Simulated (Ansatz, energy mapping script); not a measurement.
# NiI2: J from the energies of magnetic orders, part 2 of 3

Wanted: the magnetic order of NiI2, its couplings and an estimate of its ordering temperature, by LDA+U (1.98 eV).

LDA with U = 1.98 eV on Ni d, ortho-atomic projectors; plane waves, U on orthogonalised atomic orbitals unless named otherwise, collinear spin, no spin–orbit coupling.

So far. Step 4 (Order 1: parallel, cell A of 6 atoms): The run ends ferromagnetic.

The database entry behind the starting cell differs from later determinations by our own check (an axis about 0.9 % short against later determinations), so it need not match the best structure at ambient conditions.

## (5) Compensated +− start in cell A (6 atoms)

This order reverses 4 of the 6 neighbours at 3.89 Å, 4 of the 6 neighbours at 6.74 Å and 4 of the 6 neighbours at 6.92 Å, counted for an average magnetic atom.

input.yaml

```yaml
crystal:
  lattice:
    - [-1.946, 3.370570872, 0.0]
    - [-5.838, -3.370570872, 0.0]
    - [1.946, 1.123523624, 6.544666667]
  atoms:
    - { symbol: Ni, position: [0.5, 0.5, 0.0], spin: 2.0 }
    - { symbol: Ni, position: [0.0, 0.0, 0.0], spin: -2.0 }
    - { symbol: I, position: [0.5, 0.75, 0.75] }
    - { symbol: I, position: [0.0, 0.25, 0.75] }
    - { symbol: I, position: [0.5, 0.25, 0.25] }
    - { symbol: I, position: [0.0, 0.75, 0.25] }
magnetization:
  spin_polarized: true
kpoints:
  mp_grid: { grid: [7, 5, 5] }
hamiltonian:
  xc: lda
  hubbard:
    sites:
      - { species: Ni, l: d, u_eff: 1.98 }
      - { site: 0, l: d, u_eff: 1.98, starting_ns: [{ spin: up, occupation_matrix: ni1_major }, { spin: down, occupation_matrix: ni1_minor }] }
      - { site: 1, l: d, u_eff: 1.98, starting_ns: [{ spin: up, occupation_matrix: ni1_minor }, { spin: down, occupation_matrix: ni1_major }] }
    projectors: ortho-atomic
    occupation_matrices:
      ni1_major:
        matrix:
          - [0.993, 0.0, 0.0, 0.0, 0.0]
          - [0.0, 0.994, 0.0, 0.0, 0.0]
          - [0.0, 0.0, 0.994, 0.0, 0.0]
          - [0.0, 0.0, 0.0, 0.992, 0.0]
          - [0.0, 0.0, 0.0, 0.0, 0.992]
      ni1_minor:
        matrix:
          - [0.984, 0.0, 0.0, 0.0, 0.0]
          - [0.0, 0.576, 0.0, 0.0, 0.266]
          - [0.0, 0.0, 0.576, 0.266, 0.0]
          - [0.0, 0.0, 0.266, 0.812, 0.0]
          - [0.0, 0.266, 0.0, 0.0, 0.812]
scf:
  occupations: { method: fermi_dirac, width: 0.05 }
output:
  eigenvalues: true
  write_density: true
  write_potential: true
  elf: true
  volumetric_format: npy
```

The run is started by

```sh
$ ansatz run input.yaml --threads 4 --pin off --max-ram 8192MiB --backend cpu --events-out ev --progress --plain --runs-dir out
```

Numbers of over 12 decimals in the logs are rounded to 6 here.

The log of the run:

```text
[...]
Crystal: 6 atoms, lattice volume = 171.709 Å³
Basis set: ecut = 420 eV, 3375 PW (Γ)
Bands: 65, of which v1, the nominal top of the filled ones, is band 52 counted from 1 (51 counted from 0)
Symmetry: 4 space group operations
[...]
k-points: 52 of 175
[...]
Starting moments: Σ|m| = 4 μB on 2 of 6 sites
Starting magnetic order: antiferromagnet; a translation exchanges its spin sublattices: spin-degenerate at every k-point
[...]
the translation (0.5, 0.5, 0) carries every atom to within crystal.symmetry.tolerance of an atom of its element with the starting moment reversed, but both spin channels are solved: the dense FFT box has an odd point count along it
SCF iter   1: F=—  HF=-40982.691495 eV  |F-HF|=—  |Δ(HF+E_count)|=         —  Δρ=1.43e-1 (↑1.43e-1 ↓1.43e-1)  dr2=9.50e1  dr2_m=1.33e1  M=0.000 μB ∫|m|=0.487 μB  β_m=0.30  ethr=3.10e-3  ⟨swp⟩=7.0  Hψ=26587  notcnv=0  defer=151
[...]
SCF iter  22: F=-40968.804128 eV  HF=-40968.804128 eV  |F-HF|=2.59e-9  |Δ(HF+E_count)|=   1.96e-8  Δρ=1.18e-6 (↑5.13e-7 ↓1.18e-6)  dr2=4.28e-9  dr2_m=5.94e-10  M=0.000 μB ∫|m|=3.365 μB  ethr=9.62e-11  ⟨swp⟩=12.3  Hψ=28537  notcnv=0
SCF 1 converged in 22 iterations: F = -40968.804128 eV  dr2 = 4.28e-9
[...]
SCF converged after 22 iterations
Magnetization: 0.0000 μB (52.0000 up, 52.0000 down)
Absolute magnetization: 3.3596 μB (∫|ρ↑−ρ↓|, with the PAW one-centre terms)
[...]
Per-site moments (μB) at R_I (Å): [(1.259305, 1.146591), (-1.259306, 1.146591), (-0.072634, 1.146591), (0.072635, 1.146591), (-0.072634, 1.146591), (0.072635, 1.146591)]
Free energy (F): -40968.804128 eV
[...]
Internal energy: -40968.797685 eV  (E = F + TS)
E sigma→0 (E₀):  -40968.800906 eV
Entropy (-TS):   -0.006443 eV (-1.074 meV/atom)
Fermi energy:    8.067535 eV
[...]
--- Specified on-site occupations, and those of the state reported ---
  electrons in the specified blocks: 17.4500 specified, 17.4451 found
[...]
--- Band table (eV; the first three rows and the last of 104) ---
  k-point 0 ↑: bands = [... 48 lower, 7.6295, 7.6329, 7.9764, 7.9801, 8.9457, 8.9854, 10.2356, 11.5023, ... 9 higher]
  k-point 1 ↑: bands = [... 48 lower, 7.5403, 7.5482, 7.8308, 7.9475, 8.9099, 8.9273, 10.6107, 12.0861, ... 9 higher]
  k-point 2 ↑: bands = [... 48 lower, 7.4301, 7.4411, 7.5676, 7.8357, 8.8876, 8.9218, 11.2944, 12.8316, ... 9 higher]
  k-point 51 ↓: bands = [... 48 lower, 6.2861, 6.4716, 7.4317, 7.5862, 8.6489, 8.7742, 10.9864, 11.1370, ... 9 higher]
Occupation matrices written to <dir>
```

Run time: 46 s. Hardware: 4 threads of Arm Neoverse V1, shared host; peak memory 1.2 GiB; 3 min of CPU time.

Spin moment in the sphere by atom:

| atom | spin moment in the sphere (μB) |
| --- | --- |
| Ni1 | 1.26 |
| Ni2 | -1.26 |
| I3 | -0.07 |
| I4 | 0.07 |
| I5 | -0.07 |
| I6 | 0.07 |

The run ends antiferromagnetic, 6.88 meV a magnetic atom above the parallel order of its cell (energies taken at zero occupation width, not the printed F).

Spin density in the bc plane at fractional x = 0.000, with atoms of Ni and I within 0.2 Å of it.

Ten even steps from '0' (-3.9 e/Å³) to '9' (0.0 e/Å³), each cell a mean:
```
4799999999999999995
9999999999999999999
9999999999999999999
9999999999999999999
9999999999999999999
9999999999999999999
9999999999999999999
9999999999999999999
9999999999999999999
9999999999999999999
9999999999999999999
9999999999999999999
9999999999999999999
9999999999999999999
9999999999999999999
9999999999999999999
9999999999999999999
7899999999999999998
0799999999999999994
```
Columns run along b (6.7 Å), rows up along c (6.9 Å). Atoms in or near the plane, at fractional coordinates: Ni at (0.00, 0.00), I at (0.25, 0.75), I at (0.75, 0.25).

ELF in the bc plane at fractional x = 0.000, with atoms of Ni and I within 0.2 Å of it. It is the smooth field of the valence electrons, not physical close to the nuclei.

Ten even steps from '0' (0.01) to '9' (0.75), each cell a mean:
```
6313577642101111246
3137877874100011234
2378767886100011122
3797435786100011111
5885445885000011111
6985347983000000001
6998789961000000001
5999999620000000000
2589974200000001110
0134310000001357752
1000000000026999996
3000000000169998998
4000000000489755799
3100100001687443688
2111110002786344796
1211110003887557873
3321100002788778731
5532100001478776313
8632122211134432236
```
Columns run along b (6.7 Å), rows up along c (6.9 Å). Atoms in or near the plane, at fractional coordinates: Ni at (0.00, 0.00), I at (0.25, 0.75), I at (0.75, 0.25).

## (6) Parallel start in cell B (9 atoms)

The parallel order again, as the reference for this cell.

input.yaml

```yaml
crystal:
  lattice:
    - [-5.838, -3.370570872, 0.0]
    - [-5.838, 3.370570872, 0.0]
    - [-1.946, -1.123523624, -6.544666667]
  atoms:
    - { symbol: Ni, position: [0.666666667, 0.666666667, 0.0], spin: 2.0 }
    - { symbol: Ni, position: [0.333333333, 0.333333333, 0.0], spin: 2.0 }
    - { symbol: Ni, position: [0.0, 0.0, 0.0], spin: 2.0 }
    - { symbol: I, position: [0.916666667, 0.666666667, 0.25] }
    - { symbol: I, position: [0.583333333, 0.333333333, 0.25] }
    - { symbol: I, position: [0.25, 0.0, 0.25] }
    - { symbol: I, position: [0.416666667, 0.666666667, 0.75] }
    - { symbol: I, position: [0.083333333, 0.333333333, 0.75] }
    - { symbol: I, position: [0.75, 0.0, 0.75] }
magnetization:
  spin_polarized: true
kpoints:
  mp_grid: { grid: [5, 5, 5] }
hamiltonian:
  xc: lda
  hubbard:
    sites:
      - { species: Ni, l: d, u_eff: 1.98 }
      - { site: 0, l: d, u_eff: 1.98, starting_ns: [{ spin: up, occupation_matrix: ni1_major }, { spin: down, occupation_matrix: ni1_minor }] }
      - { site: 1, l: d, u_eff: 1.98, starting_ns: [{ spin: up, occupation_matrix: ni1_major }, { spin: down, occupation_matrix: ni1_minor }] }
      - { site: 2, l: d, u_eff: 1.98, starting_ns: [{ spin: up, occupation_matrix: ni1_major }, { spin: down, occupation_matrix: ni1_minor }] }
    projectors: ortho-atomic
    occupation_matrices:
      ni1_major:
        matrix:
          - [0.993, 0.0, 0.0, 0.0, 0.0]
          - [0.0, 0.994, 0.0, 0.0, 0.0]
          - [0.0, 0.0, 0.994, 0.0, 0.0]
          - [0.0, 0.0, 0.0, 0.992, 0.0]
          - [0.0, 0.0, 0.0, 0.0, 0.992]
      ni1_minor:
        matrix:
          - [0.984, 0.0, 0.0, 0.0, 0.0]
          - [0.0, 0.576, 0.0, 0.0, 0.266]
          - [0.0, 0.0, 0.576, 0.266, 0.0]
          - [0.0, 0.0, 0.266, 0.812, 0.0]
          - [0.0, 0.266, 0.0, 0.0, 0.812]
scf:
  occupations: { method: fermi_dirac, width: 0.05 }
output:
  eigenvalues: true
```

The log of the run:

```text
[...]
Crystal: 9 atoms, lattice volume = 257.564 Å³
Basis set: ecut = 420 eV, 5041 PW (Γ)
Bands: 98, of which v1, the nominal top of the filled ones, is band 78 counted from 1 (77 counted from 0)
Symmetry: 12 space group operations
[...]
k-points: 39 of 125
[...]
Starting moments: Σ|m| = 6 μB on 3 of 9 sites
[...]
k-point 0 ↑: bands = [... 74 lower, 7.1311, 7.1311, 7.3495, 7.5299, 7.5299, 7.9482, 7.9482, 11.4036, ... 16 higher]
  k-point 1 ↑: bands = [... 74 lower, 6.8563, 7.0698, 7.0698, 7.4424, 7.4424, 8.0296, 8.0296, 11.5701, ... 16 higher]
  k-point 2 ↑: bands = [... 74 lower, 6.8096, 7.1109, 7.1109, 7.3375, 7.3375, 8.1245, 8.1245, 11.5435, ... 16 higher]
  k-point 38 ↓: bands = [... 74 lower, 7.0469, 8.2962, 8.4300, 8.5165, 8.7754, 8.7876, 8.9336, 11.2734, ... 16 higher]
Occupation matrices written to <dir>
[key lines of the parts left out:]
SCF converged after 22 iterations
Magnetization: 5.8945 μB (80.9473 up, 75.0527 down)
Free energy (F): -61453.230472 eV
Fermi energy:    8.105928 eV
```

Elapsed: 56 s, on 4 threads; peak memory 1.9 GiB; 3.7 min of CPU time.

The run ends ferromagnetic. For each magnetic atom its energy differs from the parallel run of the first cell by -0.40 meV, an error that one common reference would have brought in.

## (7) Uncompensated ++− start in cell B (9 atoms)

This order reverses 4 of the 6 neighbours at 3.89 Å, 0 of the 6 neighbours at 6.74 Å and 2.67 of the 6 neighbours at 6.92 Å, counted for an average magnetic atom.

Edit input.yaml of step 6 so:

```diff
@@ -8,3 +8,3 @@
     - { symbol: Ni, position: [0.333333333, 0.333333333, 0.0], spin: 2.0 }
-    - { symbol: Ni, position: [0.0, 0.0, 0.0], spin: 2.0 }
+    - { symbol: Ni, position: [0.0, 0.0, 0.0], spin: -2.0 }
     - { symbol: I, position: [0.916666667, 0.666666667, 0.25] }
@@ -26,3 +26,3 @@
       - { site: 1, l: d, u_eff: 1.98, starting_ns: [{ spin: up, occupation_matrix: ni1_major }, { spin: down, occupation_matrix: ni1_minor }] }
-      - { site: 2, l: d, u_eff: 1.98, starting_ns: [{ spin: up, occupation_matrix: ni1_major }, { spin: down, occupation_matrix: ni1_minor }] }
+      - { site: 2, l: d, u_eff: 1.98, starting_ns: [{ spin: up, occupation_matrix: ni1_minor }, { spin: down, occupation_matrix: ni1_major }] }
     projectors: ortho-atomic
```

The log of the run:

```text
[...]
Crystal: 9 atoms, lattice volume = 257.564 Å³
Basis set: ecut = 420 eV, 5041 PW (Γ)
Bands: 98, of which v1, the nominal top of the filled ones, is band 78 counted from 1 (77 counted from 0)
Symmetry: 4 space group operations
[...]
k-points: 39 of 125
[...]
Starting moments: Σ|m| = 6 μB on 3 of 9 sites
[...]
k-point 0 ↑: bands = [... 74 lower, 7.4065, 7.5580, 7.5854, 7.5856, 7.7154, 8.6518, 8.7484, 11.4537, ... 16 higher]
  k-point 1 ↑: bands = [... 74 lower, 7.0083, 7.4878, 7.4900, 7.6885, 7.7139, 8.7196, 8.7438, 11.6043, ... 16 higher]
  k-point 2 ↑: bands = [... 74 lower, 7.0956, 7.3919, 7.3925, 7.6770, 7.7830, 8.7641, 8.8040, 11.5761, ... 16 higher]
  k-point 38 ↓: bands = [... 74 lower, 6.8896, 7.2282, 7.5677, 8.4471, 8.5049, 8.7140, 8.8500, 11.1948, ... 16 higher]
Occupation matrices written to <dir>
[key lines of the parts left out:]
SCF converged after 24 iterations
Magnetization: 1.9961 μB (78.9981 up, 77.0019 down)
Free energy (F): -61453.310440 eV
Fermi energy:    8.124209 eV
```

Elapsed: 56 s, on 4 threads; peak memory 1.9 GiB.

The run ends ferrimagnetic, 28.72 meV a magnetic atom below the parallel order of its cell (energies taken at zero occupation width, not the printed F).

## (8) Parallel start in cell C (6 atoms)

A new cell needs its own zero of energy.

input.yaml

```yaml
crystal:
  lattice:
    - [1.946, -3.370570872, 0.0]
    - [3.892, 0.0, 0.0]
    - [1.946, -1.123523624, 13.089333334]
  atoms:
    - { symbol: Ni, position: [0.0, 0.0, 0.0], spin: 2.0 }
    - { symbol: Ni, position: [0.5, 0.5, 0.5], spin: 2.0 }
    - { symbol: I, position: [0.875, 0.875, 0.375] }
    - { symbol: I, position: [0.375, 0.375, 0.875] }
    - { symbol: I, position: [0.625, 0.625, 0.125] }
    - { symbol: I, position: [0.125, 0.125, 0.625] }
magnetization:
  spin_polarized: true
kpoints:
  mp_grid: { grid: [8, 8, 8] }
hamiltonian:
  xc: lda
  hubbard:
    sites:
      - { species: Ni, l: d, u_eff: 1.98 }
      - { site: 0, l: d, u_eff: 1.98, starting_ns: [{ spin: up, occupation_matrix: ni1_major }, { spin: down, occupation_matrix: ni1_minor }] }
      - { site: 1, l: d, u_eff: 1.98, starting_ns: [{ spin: up, occupation_matrix: ni1_major }, { spin: down, occupation_matrix: ni1_minor }] }
    projectors: ortho-atomic
    occupation_matrices:
      ni1_major:
        matrix:
          - [0.993, 0.0, 0.0, 0.0, 0.0]
          - [0.0, 0.994, 0.0, 0.0, 0.0]
          - [0.0, 0.0, 0.994, 0.0, 0.0]
          - [0.0, 0.0, 0.0, 0.992, 0.0]
          - [0.0, 0.0, 0.0, 0.0, 0.992]
      ni1_minor:
        matrix:
          - [0.984, 0.0, 0.0, 0.0, 0.0]
          - [0.0, 0.576, 0.0, 0.0, 0.266]
          - [0.0, 0.0, 0.576, 0.266, 0.0]
          - [0.0, 0.0, 0.266, 0.812, 0.0]
          - [0.0, 0.266, 0.0, 0.0, 0.812]
scf:
  occupations: { method: fermi_dirac, width: 0.05 }
output:
  eigenvalues: true
```

The log of the run:

```text
[...]
Crystal: 6 atoms, lattice volume = 171.709 Å³
Basis set: ecut = 420 eV, 3385 PW (Γ)
Bands: 65, of which v1, the nominal top of the filled ones, is band 52 counted from 1 (51 counted from 0)
Symmetry: 24 space group operations
[...]
k-points: 65 of 512
[...]
Starting moments: Σ|m| = 4 μB on 2 of 6 sites
[...]
k-point 0 ↑: bands = [... 48 lower, 7.5299, 7.5299, 7.9496, 7.9496, 8.1397, 8.1397, 11.4044, 12.5449, ... 9 higher]
  k-point 1 ↑: bands = [... 48 lower, 7.5187, 7.5187, 7.9602, 7.9602, 8.1342, 8.1342, 11.4733, 12.5541, ... 9 higher]
  k-point 2 ↑: bands = [... 48 lower, 7.4894, 7.4894, 7.9877, 7.9877, 8.1183, 8.1183, 11.6619, 12.5811, ... 9 higher]
  k-point 64 ↓: bands = [... 48 lower, 6.5066, 6.5520, 8.3143, 8.4811, 8.5655, 8.6155, 11.4144, 12.1427, ... 9 higher]
Occupation matrices written to <dir>
[key lines of the parts left out:]
SCF converged after 22 iterations
Magnetization: 3.9141 μB (53.9570 up, 50.0430 down)
Free energy (F): -40968.820749 eV
Fermi energy:    8.117696 eV
```

Run time: 44 s. Hardware: 4 threads; peak memory 1.4 GiB.

The run ends ferromagnetic. For each magnetic atom its energy differs from the parallel run of the first cell by -0.37 meV, an error that one common reference would have brought in.

## (9) Order 6: compensated +−, cell C of 6 atoms

This order reverses 0 of the 6 neighbours at 3.89 Å, 0 of the 6 neighbours at 6.74 Å and 6 of the 6 neighbours at 6.92 Å, counted for an average magnetic atom.

Edit input.yaml of step 8 so:

```diff
@@ -7,3 +7,3 @@
     - { symbol: Ni, position: [0.0, 0.0, 0.0], spin: 2.0 }
-    - { symbol: Ni, position: [0.5, 0.5, 0.5], spin: 2.0 }
+    - { symbol: Ni, position: [0.5, 0.5, 0.5], spin: -2.0 }
     - { symbol: I, position: [0.875, 0.875, 0.375] }
@@ -22,3 +22,3 @@
       - { site: 0, l: d, u_eff: 1.98, starting_ns: [{ spin: up, occupation_matrix: ni1_major }, { spin: down, occupation_matrix: ni1_minor }] }
-      - { site: 1, l: d, u_eff: 1.98, starting_ns: [{ spin: up, occupation_matrix: ni1_major }, { spin: down, occupation_matrix: ni1_minor }] }
+      - { site: 1, l: d, u_eff: 1.98, starting_ns: [{ spin: up, occupation_matrix: ni1_minor }, { spin: down, occupation_matrix: ni1_major }] }
     projectors: ortho-atomic
```

The log of the run:

```text
[...]
Crystal: 6 atoms, lattice volume = 171.709 Å³
Basis set: ecut = 420 eV, 3385 PW (Γ)
Bands: 65, of which v1, the nominal top of the filled ones, is band 52 counted from 1 (51 counted from 0)
Symmetry: 12 space group operations
[...]
k-points: 65 of 512
[...]
Starting moments: Σ|m| = 4 μB on 2 of 6 sites
[...]
k-point 0 ↑: bands = [... 48 lower, 7.6643, 7.6643, 8.0546, 8.0546, 9.0686, 9.0686, 11.4976, 12.5982, ... 9 higher]
  k-point 1 ↑: bands = [... 48 lower, 7.6554, 7.6554, 8.0587, 8.0587, 9.0683, 9.0683, 11.5666, 12.6067, ... 9 higher]
  k-point 2 ↑: bands = [... 48 lower, 7.6330, 7.6330, 8.0682, 8.0682, 9.0677, 9.0677, 11.7550, 12.6297, ... 9 higher]
  k-point 64 ↓: bands = [... 48 lower, 6.4966, 6.5307, 6.9056, 7.1443, 8.4081, 8.5947, 11.2885, 12.0303, ... 9 higher]
Occupation matrices written to <dir>
[key lines of the parts left out:]
SCF converged after 20 iterations
Magnetization: -0.0000 μB (52.0000 up, 52.0000 down)
Free energy (F): -40968.893782 eV
Fermi energy:    8.173539 eV
```

Elapsed: 39 s, on 4 threads; peak memory 1.4 GiB; 2.5 min of CPU time.

The run ends antiferromagnetic, 38.04 meV a magnetic atom below the parallel order of its cell (energies taken at zero occupation width, not the printed F).

[end of part 2 of 3]

[Logs and program files are shortened in this print: banners, set-up blocks, solver, clock and traceback lines can be left out without a mark of their own.]

[Logs are printed without paths, hosts, clocks, repeated set-up lines and the standing remarks that a program may print on its own settings, such as how far it seeks lower states.]

[Hosts, paths, dates, database ids (printed as entryN), source tags and the programs' standing remarks are cut or masked in the printed files.]

[Where a cell is said to come from a database of computed structures, the database is the Materials Project.]
